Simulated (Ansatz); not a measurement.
# Gap against volume in Na2H14C6S2Cl2O9 (C2/c) (140 atoms)

The cell holds 140 atoms: 8 Na, 56 H, 24 C, 8 S, 8 Cl and 36 O. Cell: a = 28.344 Å, b = 5.178 Å, c = 10.493 Å, α = 89.8°, β = 101.5°, γ = 89.8°. It derives from Na2H14C6S2Cl2O9 (C2/c), repeated 1×1×1. The starting structure: Na2H14C6S2Cl2O9, space group C2/c, structure from the Crystallography Open Database, 1 x 1 x 1 conventional cells; every coordinate displaced by a Gaussian of 0.01 Å; bonds to H set to neutron lengths (C-H 1.089, N-H 1.015, O-H 0.983, B-H 1.19 Å) where the listed ones are shorter.

Calculated with Ansatz 0.2.0: Kohn-Sham DFT, RPBE+D3(BJ), PAW (set soft_2), plane waves; cutoff 420 eV, k-mesh 1×2×1, gaussian smearing of 0.05 eV. The relaxed cell was scaled evenly and the atoms were relaxed at each volume. The gap is that between the highest filled and the lowest empty Kohn-Sham level on the run's k-points.

| volume (Å³/atom) | gap (eV) |
| --- | --- |
| 9.6996 | 4.843 |
| 10.131 | 4.877 |
| 10.454 | ? |
| 10.777 | 4.915 |
| 11.101 | 4.908 |
| 11.424 | 4.919 |

Task: Fit a straight line in ln V to the rows given and interpolate to the withheld row.

**Working.**

A volume deformation potential makes the spacing linear in u = ln(V/V0), with V0 = 10.777 Å³ the relaxed volume; v is the spacing.

| u = ln(V/V0) | v (eV) |
| --- | --- |
| -0.105360 | 4.8435 |
| -0.0618759 | 4.8765 |
| 0 | 4.9146 |
| 0.0295589 | 4.9076 |
| 0.0582693 | 4.9193 |

With n = 5: mean u = -0.0158816, mean v = 4.89230, Σ(u − ū)² = 0.017937, Σ(u − ū)(v − v̄) = 0.0081448. Slope b = 0.0081448 / 0.017937 = 0.45407; intercept a = v̄ − b ū = 4.8995.

At the withheld volume u = -0.03046, and v = a + b u.

Prediction at 10.454: 4.886 eV. The run gave 4.900 eV, so the fit is low by 0.015 eV (0.30 % of the value).

The rows follow a line only loosely (correlation 0.93 in size over all rows, under the 0.97 asked here), so the slope of +0.45 eV is a mean trend and no deformation potential. Among the rows given, the largest miss of the fit is at 10.777, by 0.015 eV (20 % of the range of the table).

Limits: The table spans 16 % in volume, wide for a linear law. Semilocal functionals tend to put gaps under measured ones. The mesh needn't hold the band edges.

[Hosts, paths, dates, database ids (printed as entryN), source tags and the programs' standing remarks are cut or masked in the printed files.]
